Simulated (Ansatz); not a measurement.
# SnTeSe monolayer, Janus: modes against uniaxial strain along a, the zigzag direction, with the width clamped

Wanted: the shifts of the zone-centre modes of SnTeSe monolayer, Janus with strain.

Method: DFT PBE, scalar-relativistic, plane waves, PAW; PAW set soft_1, in Ansatz 0.2.0.

## (1) The starting structure

The cell holds 3 atoms: 1 Sn, 1 Se and 1 Te. Its edges and angles: a = 3.800 Å, b = 3.800 Å, c = 30.000 Å, α = 90.0°, β = 90.0°, γ = 120.0°. Vacuum lies along c. The height across the vacuum is the one that the program set for its solve, not the one typed.

## (2) A rough relaxation first

A rough relaxation comes first, because large forces or stress need no tight tolerances yet. The program lengthens the typed cell of 20.0 Å along the normal to 30.0 Å, as its cut-off of the electrostatics needs, and moves no atom.

Input file input.yaml:

```yaml
crystal:
  lattice:
    - [3.8, 0.0, 0.0]
    - [-1.9, 3.2909, 0.0]
    - [0.0, 0.0, 20.0]
  atoms:
    - { symbol: Sn, position: [0.0, 0.0, 0.5] }
    - { symbol: Se, position: [0.333333, 0.666667, 0.575] }
    - { symbol: Te, position: [0.666667, 0.333333, 0.42] }
  periodic: [true, true, false]
kpoints:
  mp_grid: { grid: [6, 6, 1] }
hamiltonian:
  xc: pbe
  pseudopotentials: { kind: paw, azcp: { folder: soft_1 } }
scf:
  occupations: { method: gaussian, width: 0.1 }
output:
  forces: true
  stress: true
  eigenvalues: true
relax:
  adjacent_minimum: "off"
  f_tol: 0.05
  max_steps: 80
  cell: { stress_2d_tol: 0.02 }
```

Launch:

```
$ ansatz run input.yaml --threads 8 --pin off --max-ram 16384MiB --backend cpu --events-out ev --progress --plain --runs-dir out
```

Numbers of over 12 decimals in the logs are rounded to 6 here.

The program printed:

```text
[...]
F+E_penalty+E_count = -18473.95529818 eV   max|allowed force component| = 9.252e-3 eV/Å   (the final SCF, on the basis selected at the relaxed cell)
  cell:  # Å, volume = 411.3215 Å³
    - [3.978916, 0.0, 0]
    - [-1.989458, 3.445842, 0]
    - [0, 0, 30.0]
  atoms:
    - { symbol: Sn, position: [2.4277589190853925e-18, 0, 0.335732] }
    - { symbol: Se, position: [0.333333, 0.666667, 0.387651] }
    - { symbol: Te, position: [0.666667, 0.333333, 0.273284] }
[key lines of the parts left out:]
SCF converged after 9 iterations
Free energy (F): -18473.955298 eV
Fermi energy:    -5.211949 eV
P = ½ c Tr σ = -0.0092 N/m
```

The job ended after 9.4 s (8 threads of AMD EPYC 7B13 (Zen 3), shared host; peak memory 0.93 GiB).

Relaxation path:

```tsv
step	energy less that of the first step (eV)	largest force component (eV/Å)	volume (Å³)
1	0.0000	2.9974	375.16
2	-0.5845	0.5106	382.40
3	-0.6702	0.3523	402.19
4	-0.6490	0.7331	409.15
5	-0.6863	0.0559	410.33
6	-0.6865	0.0093	411.32
7*	-0.6872	0.0093	411.32
```

Relaxation steps marked * repeat the geometry before them on a plane-wave basis chosen anew for their cell, so energy and pressure can jump there. Relaxation step 4 was tried and not accepted.

Forces are held to the 6 operations that the run works with; a distortion that breaks them can't arise in this run.

```tsv
cell as run	before	after	change
a (Å)	3.800	3.979	+4.7 %
b (Å)	3.800	3.979	+4.7 %
```

The atoms that moved most (Å, along periodic axes as changes of fractional coordinates times the final cell, across vacuum about the mean position):

```tsv
atom	dx	dy	dz	length
Te3	0.000	0.000	-0.201	0.201
Se2	0.000	0.000	0.130	0.130
Sn1	0.000	0.000	0.072	0.072
```

The relaxed structure:

```xyz
3
Lattice="3.9789 0.0000 0.0000 -1.9895 3.4458 0.0000 0.0000 0.0000 30.0000" Properties=species:S:1:pos:R:3
Sn    0.0000    0.0000   10.0720
Se    0.0000    2.2972   11.6295
Te    1.9895    1.1486    8.1985
```

This step gave:

| Item | Value |
| --- | --- |
| gap on the k-mesh | 0 eV |
| area per atom | 4.57 Å² |

The relaxation ends with a largest force component of 0.0093 eV/Å.

## (3) Relaxation

Harmonic phonons are second derivatives at a point where the forces vanish, and they are wanted at zero stress, so atoms and cell are relaxed first.

Input file input.yaml:

```yaml
crystal:
  lattice:
    - [3.9789159145, 0.0, 0.0]
    - [-1.9894579572, 3.4458422614, 0.0]
    - [0.0, 0.0, 30.0]
  atoms:
    - { symbol: Sn, position: [0.0, 0.0, 0.3357321029] }
    - { symbol: Se, position: [0.3333333333, 0.6666666667, 0.3876506041] }
    - { symbol: Te, position: [0.6666666667, 0.3333333333, 0.2732839597] }
  periodic: [true, true, false]
kpoints:
  mp_grid: { grid: [12, 12, 1] }
hamiltonian:
  xc: pbe
  pseudopotentials: { kind: paw, azcp: { folder: soft_1 } }
scf:
  occupations: { method: gaussian, width: 0.1 }
output:
  forces: true
  stress: true
  eigenvalues: true
  write_density: true
  write_potential: true
  elf: true
  volumetric_format: npy
relax:
  adjacent_minimum: "off"
  f_tol: 0.005
  max_steps: 80
  cell: { stress_2d_tol: 0.02 }
```

The program printed:

```text
[...]
Crystal: 3 atoms, lattice volume = 411.321 Å³
Basis set: ecut = 420 eV, 8117 PW (Γ), exchange–correlation on 54×54×432 points (8 copies of the dense FFT grid, shifted against one another)
Bands: 28, of which v1, the nominal top of the filled ones, is band 23 counted from 1 (22 counted from 0)
Symmetry: 6 space group operations
[...]
k-points: 19 of 144 (time reversal used)
[...]
SCF iter  10: F=-18473.957440 eV  HF=-18473.957440 eV  |F-HF|=4.68e-9  |Δ(HF+E_count)|=   3.31e-8  Δρ=2.05e-7  dr2=1.39e-10  ethr=4.41e-12  ⟨swp⟩=9.8  Hψ=3780  notcnv=0
SCF 1 converged in 10 iterations: F = -18473.957440 eV  dr2 = 1.39e-10
[...]
relax step   1: F+E_penalty+E_count = -18473.95744007 eV  Δ(F+E_penalty+E_count) = +0.000e0 eV  max|allowed force component| = 1.361e-1 eV/Å  Δτ_max = 0.0000 Å  P = +0.028 N/m  Ω = 411.321 Å³  fix = [c, alpha, beta]  reactions: c +0.000 N/m  (10 SCF iters, dr2 threshold 1.00e-7 eV, accepted)
Crystal: 3 atoms, lattice volume = 412.837 Å³
Basis set: ecut = 420 eV, 8153 PW (Γ), exchange–correlation on 54×54×432 points (8 copies of the dense FFT grid, shifted against one another)
[...]
SCF iter   6: F=-18473.958973 eV  HF=-18473.958973 eV  |F-HF|=5.06e-8  |Δ(HF+E_count)|=   1.61e-7  Δρ=1.91e-6  dr2=1.99e-8  ethr=6.52e-10  ⟨swp⟩=15.1  Hψ=4740  notcnv=0
SCF 2 converged in 6 iterations: F = -18473.958973 eV  dr2 = 1.99e-8
relax step   2: F+E_penalty+E_count = -18473.95897274 eV  Δ(F+E_penalty+E_count) = -1.533e-3 eV  max|allowed force component| = 4.689e-2 eV/Å  Δτ_max = 0.0238 Å  P = +0.131 N/m  Ω = 412.837 Å³  energy of the carried Pulay correction = -2.990e-5 eV  fix = [c, alpha, beta]  reactions: c +0.000 N/m  (6 SCF iters, dr2 threshold 3.00e-7 eV, accepted)
Crystal: 3 atoms, lattice volume = 413.313 Å³
Basis set: ecut = 420 eV, 8177 PW (Γ), exchange–correlation on 54×54×432 points (8 copies of the dense FFT grid, shifted against one another)
[...]
SCF iter   5: F=-18473.959135 eV  HF=-18473.959135 eV  |F-HF|=8.88e-9  |Δ(HF+E_count)|=   6.20e-8  Δρ=1.22e-6  dr2=7.47e-9  ethr=2.99e-10  ⟨swp⟩=19.2  Hψ=5118  notcnv=0
SCF 3 converged in 5 iterations: F = -18473.959135 eV  dr2 = 7.47e-9
relax step   3: F+E_penalty+E_count = -18473.95913496 eV  Δ(F+E_penalty+E_count) = -1.622e-4 eV  max|allowed force component| = 3.677e-2 eV/Å  Δτ_max = 0.0068 Å  P = +0.000 N/m  Ω = 413.313 Å³  energy of the carried Pulay correction = -3.926e-5 eV  fix = [c, alpha, beta]  reactions: c +0.000 N/m  (5 SCF iters, dr2 threshold 1.37e-7 eV, accepted)
[...]
relax step   4: F+E_penalty+E_count = -18473.95920586 eV  Δ(F+E_penalty+E_count) = -7.090e-5 eV  max|allowed force component| = 1.775e-2 eV/Å  Δτ_max = 0.0051 Å  P = -0.014 N/m  Ω = 413.910 Å³  energy of the carried Pulay correction = -5.099e-5 eV  fix = [c, alpha, beta]  reactions: c -0.000 N/m  (4 SCF iters, dr2 threshold 8.45e-8 eV, accepted)
[...]
relax step   5: F+E_penalty+E_count = -18473.95922957 eV  Δ(F+E_penalty+E_count) = -2.371e-5 eV  max|allowed force component| = 4.484e-5 eV/Å  Δτ_max = 0.0012 Å  P = -0.000 N/m  Ω = 413.690 Å³  energy of the carried Pulay correction = -4.667e-5 eV  fix = [c, alpha, beta]  reactions: c -0.000 N/m  (4 SCF iters, dr2 threshold 1.97e-8 eV, accepted)
[...]
SCF iter   8: F=-18473.959279 eV  HF=-18473.959279 eV  |F-HF|=3.46e-10  |Δ(HF+E_count)|=  1.64e-10  Δρ=3.70e-9  dr2=5.82e-14  ethr=1.00e-12  ⟨swp⟩=7.0  Hψ=2456  notcnv=0
SCF 6 converged in 8 iterations: F = -18473.959279 eV  dr2 = 5.82e-14
relax step   6: F+E_penalty+E_count = -18473.95927895 eV  Δ(F+E_penalty+E_count) = -4.938e-5 eV  max|allowed force component| = 4.172e-5 eV/Å  Δτ_max = 0.0000 Å  P = -0.000 N/m  Ω = 413.690 Å³  fix = [c, alpha, beta]  reactions: c -0.000 N/m  stress off target by 2.28e-4 N/m on what of the cell is left free  SCF on the basis re-selected at this cell (its energy is not comparable with the rows above)  (8 SCF iters)
[...]
SCF converged after 8 iterations
Free energy (F): -18473.959279 eV
[...]
Internal energy: -18473.953062 eV  (E = F + TS)
E sigma→0 (E₀):  -18473.956171 eV
Entropy (-TS):   -0.006217 eV (-2.072 meV/atom)
Fermi energy:    -5.221621 eV
[...]
--- Forces (eV/Å), atoms counted from 1 ---
  atom   1  Sn    -0.00000000     0.00000000     0.00004173
  atom   2  Se    -0.00000000    -0.00000000    -0.00002923
  atom   3  Te     0.00000000     0.00000000    -0.00001248
  max |Σ_I F_I| component: 2.41e-8 eV/Å
--- 2D stress c σ (N/m, compression-positive) ---
       -0.000228       0.000000      -0.000000
        0.000000      -0.000228       0.000000
       -0.000000       0.000000      -0.000000
  P = ½ c Tr σ = -0.0002 N/m
--- Band table (eV; the first three rows and the last of 19) ---
  k-point 0: bands = [... 19 lower, -6.4007, -6.4007, -5.1481, -5.1481, -4.5741, -2.5081, -1.6505, -1.6505, ... 1 higher]
  k-point 1: bands = [... 19 lower, -6.8379, -6.5330, -5.6884, -5.1915, -4.1797, -2.1996, -1.6720 (-1.6720°), -1.5008, ... 1 higher]
  k-point 2: bands = [... 19 lower, -6.8507, -6.8469, -6.5018, -5.3183, -3.9209, -2.2348, -1.1566 (-1.1566°), -1.0134, ... 1 higher]
  k-point 18: bands = [... 19 lower, -9.0015, -8.8064, -6.6600, -6.3929, -4.4681, -1.3222, -0.7850, -0.0758, ... 1 higher]
  ° read free of the cell's end (the report's vacuum.weakly_bound_levels)
--- Relaxed structure (5 steps of the walk, 5 accepted, 1 SCFs on fresh bases) ---
[...]
cell:  # Å, volume = 413.6900 Å³
    - [3.990355, -2.8950501987014847e-11, 0]
    - [-1.995178, 3.455749, 0]
    - [0, 0, 30.0]
  atoms:
    - { symbol: Sn, position: [0, 0, 0.335350] }
    - { symbol: Se, position: [0.333333, 0.666667, 0.387389] }
    - { symbol: Te, position: [0.666667, 0.333333, 0.273928] }
```

The job ended after 17 s (8 threads; peak memory 1.2 GiB).

The steps of the relaxation:

```tsv
step	energy less that of the first step (eV)	largest force component (eV/Å)	volume (Å³)
1	0.0000	0.1361	411.32
2	-0.0015	0.0469	412.84
3	-0.0017	0.0368	413.31
4	-0.0018	0.0177	413.91
5	-0.0018	0.0000	413.69
6*	-0.0018	0.0000	413.69
```

Relaxation steps marked * repeat the geometry before them on a plane-wave basis chosen anew for their cell, so energy and pressure can jump there.

The run keeps the 6 symmetry operations that it works with, so distortions that break them were not tested.

```tsv
cell as run	before	after	change
a (Å)	3.979	3.990	+0.3 %
b (Å)	3.979	3.990	+0.3 %
```

The atoms that moved most (Å, along periodic axes as changes of fractional coordinates times the final cell, across vacuum about the mean position):

```tsv
atom	dx	dy	dz	length
Te3	0.000	0.000	0.019	0.019
Sn1	0.000	0.000	-0.011	0.011
Se2	0.000	0.000	-0.008	0.008
```

The relaxed structure:

```xyz
3
Lattice="3.9904 0.0000 0.0000 -1.9952 3.4557 0.0000 0.0000 0.0000 30.0000" Properties=species:S:1:pos:R:3
Sn    0.0000    0.0000   10.0605
Se    0.0000    2.3038   11.6217
Te    1.9952    1.1519    8.2178
```

Numbers from this step:

| Item | Value |
| --- | --- |
| area per atom | 4.597 Å² |

ELF in the ac plane at fractional y = 0.000, with atoms of Sn within 0.2 Å of it. It is the smooth field of the valence electrons, not physical close to the nuclei.

Values, 24 rows by 14 columns, each cell a mean:
```
0.00 0.00 0.00 0.00 0.00 0.00 0.00 0.00 0.00 0.00 0.00 0.00 0.00 0.00
0.00 0.00 0.00 0.00 0.00 0.00 0.00 0.00 0.00 0.00 0.00 0.00 0.00 0.00
0.00 0.00 0.00 0.00 0.00 0.00 0.00 0.00 0.00 0.00 0.00 0.00 0.00 0.00
0.00 0.00 0.00 0.00 0.00 0.00 0.00 0.00 0.00 0.00 0.00 0.00 0.00 0.00
0.00 0.00 0.00 0.00 0.00 0.00 0.00 0.00 0.00 0.00 0.00 0.00 0.00 0.00
0.00 0.00 0.00 0.00 0.00 0.00 0.00 0.00 0.00 0.00 0.00 0.00 0.00 0.00
0.00 0.00 0.00 0.00 0.00 0.00 0.00 0.00 0.00 0.00 0.00 0.00 0.00 0.00
0.00 0.00 0.00 0.00 0.00 0.00 0.00 0.00 0.00 0.00 0.00 0.00 0.00 0.00
0.00 0.00 0.00 0.00 0.00 0.00 0.00 0.00 0.00 0.00 0.00 0.00 0.00 0.00
0.00 0.00 0.00 0.00 0.00 0.00 0.00 0.00 0.00 0.00 0.00 0.00 0.00 0.00
0.00 0.00 0.00 0.00 0.00 0.00 0.00 0.00 0.00 0.00 0.00 0.00 0.00 0.00
0.00 0.00 0.00 0.00 0.00 0.00 0.00 0.00 0.00 0.00 0.00 0.00 0.00 0.00
0.00 0.00 0.00 0.00 0.01 0.02 0.03 0.04 0.03 0.02 0.01 0.00 0.00 0.00
0.01 0.01 0.03 0.09 0.20 0.34 0.42 0.44 0.40 0.30 0.17 0.07 0.02 0.01
0.12 0.13 0.18 0.31 0.49 0.64 0.68 0.69 0.68 0.60 0.44 0.26 0.15 0.13
0.10 0.12 0.20 0.28 0.33 0.35 0.33 0.31 0.33 0.35 0.32 0.27 0.17 0.11
0.17 0.19 0.27 0.34 0.41 0.43 0.41 0.39 0.41 0.43 0.39 0.32 0.24 0.18
0.08 0.10 0.19 0.38 0.56 0.64 0.64 0.63 0.64 0.63 0.52 0.32 0.15 0.09
0.01 0.02 0.05 0.15 0.30 0.44 0.51 0.54 0.50 0.40 0.25 0.11 0.03 0.01
0.00 0.00 0.00 0.01 0.02 0.04 0.05 0.06 0.05 0.03 0.02 0.01 0.00 0.00
0.00 0.00 0.00 0.00 0.00 0.00 0.00 0.00 0.00 0.00 0.00 0.00 0.00 0.00
0.00 0.00 0.00 0.00 0.00 0.00 0.00 0.00 0.00 0.00 0.00 0.00 0.00 0.00
0.00 0.00 0.00 0.00 0.00 0.00 0.00 0.00 0.00 0.00 0.00 0.00 0.00 0.00
0.00 0.00 0.00 0.00 0.00 0.00 0.00 0.00 0.00 0.00 0.00 0.00 0.00 0.00
```
Columns run along a (4.0 Å), rows up along c (30.0 Å). Atoms in or near the plane, at fractional coordinates: Sn at (0.00, 0.34).

Electrostatic potential energy in the ac plane at fractional y = 0.000, with atoms of Sn within 0.2 Å of it. With pseudopotentials it is smooth inside the atoms' cores, unlike the true potential.

Values in eV, 24 rows by 14 columns, each cell a mean:
```
  0   0   0   0   0   0   0   0   0   0   0   0   0   0
  0   0   0   0   0   0   0   0   0   0   0   0   0   0
  0   0   0   0   0   0   0   0   0   0   0   0   0   0
  0   0   0   0   0   0   0   0   0   0   0   0   0   0
  0   0   0   0   0   0   0   0   0   0   0   0   0   0
  0   0   0   0   0   0   0   0   0   0   0   0   0   0
  0   0   0   0   0   0   0   0   0   0   0   0   0   0
  0   0   0   0   0   0   0   0   0   0   0   0   0   0
  0   0   0   0   0   0   0   0   0   0   0   0   0   0
  0   0   0   0   0   0   0   0   0   0   0   0   0   0
  0   0   0   0   0   0   0   0   0   0   0   0   0   0
  0   0   0   0   0   0   0   0   0   0   0   0   0   0
  0   0   0   0   0   0   0   0   0   0   0   0   0   0
  0   0   0   0   0  -1  -1  -1  -1   0   0   0   0   0
 -4  -4  -3  -3  -3  -4  -5  -6  -5  -4  -3  -3  -3  -4
 -6  -9 -11 -10  -8  -5  -4  -3  -4  -6  -9 -11 -11  -8
 -9 -10 -10  -9  -7  -5  -4  -4  -4  -5  -7  -9 -10  -9
 -2  -2  -2  -3  -4  -6  -8  -9  -8  -6  -4  -3  -2  -2
  0   0  -1  -1  -1  -1  -2  -2  -2  -1  -1  -1  -1   0
  0   0   0   0   0   0   0   0   0   0   0   0   0   0
  0   0   0   0   0   0   0   0   0   0   0   0   0   0
  0   0   0   0   0   0   0   0   0   0   0   0   0   0
  0   0   0   0   0   0   0   0   0   0   0   0   0   0
  0   0   0   0   0   0   0   0   0   0   0   0   0   0
```
Columns run along a (4.0 Å; values clipped at the 3rd and 97th percentile), rows up along c (30.0 Å). Atoms in or near the plane, at fractional coordinates: Sn at (0.00, 0.34).

Valence density in the ac plane at fractional y = 0.000, with atoms of Sn within 0.2 Å of it. It is the smooth field of the valence electrons, not physical close to the nuclei.

Ten steps, logarithmic in the rise over the least value, from '_' (0.00 × 1e0 e/Å³) to '@' (6.26 × 1e0 e/Å³), each cell a mean:
```
____________________________
____________________________
____________________________
____________________________
____________________________
____________________________
____________________________
____________________________
____________________________
____________________________
____________________________
____________________________
____________________________
____________......__________
......::::--------::::::....
@@@@##==--::::::::::--++%%@@
%%##**==--::::::::----==**%%
......::::----------::::....
__________..........________
____________________________
____________________________
____________________________
____________________________
____________________________
```
Columns run along a (4.0 Å), rows up along c (30.0 Å). Atoms in or near the plane, at fractional coordinates: Sn at (0.00, 0.34).

(Part 1 of 3 ends here.)

[Logs are printed without paths, hosts, clocks, repeated set-up lines and the standing remarks that a program may print on its own settings, such as how far it seeks lower states.]

[Hosts, paths, dates, database ids (printed as entryN), source tags and the programs' standing remarks are cut or masked in the printed files.]
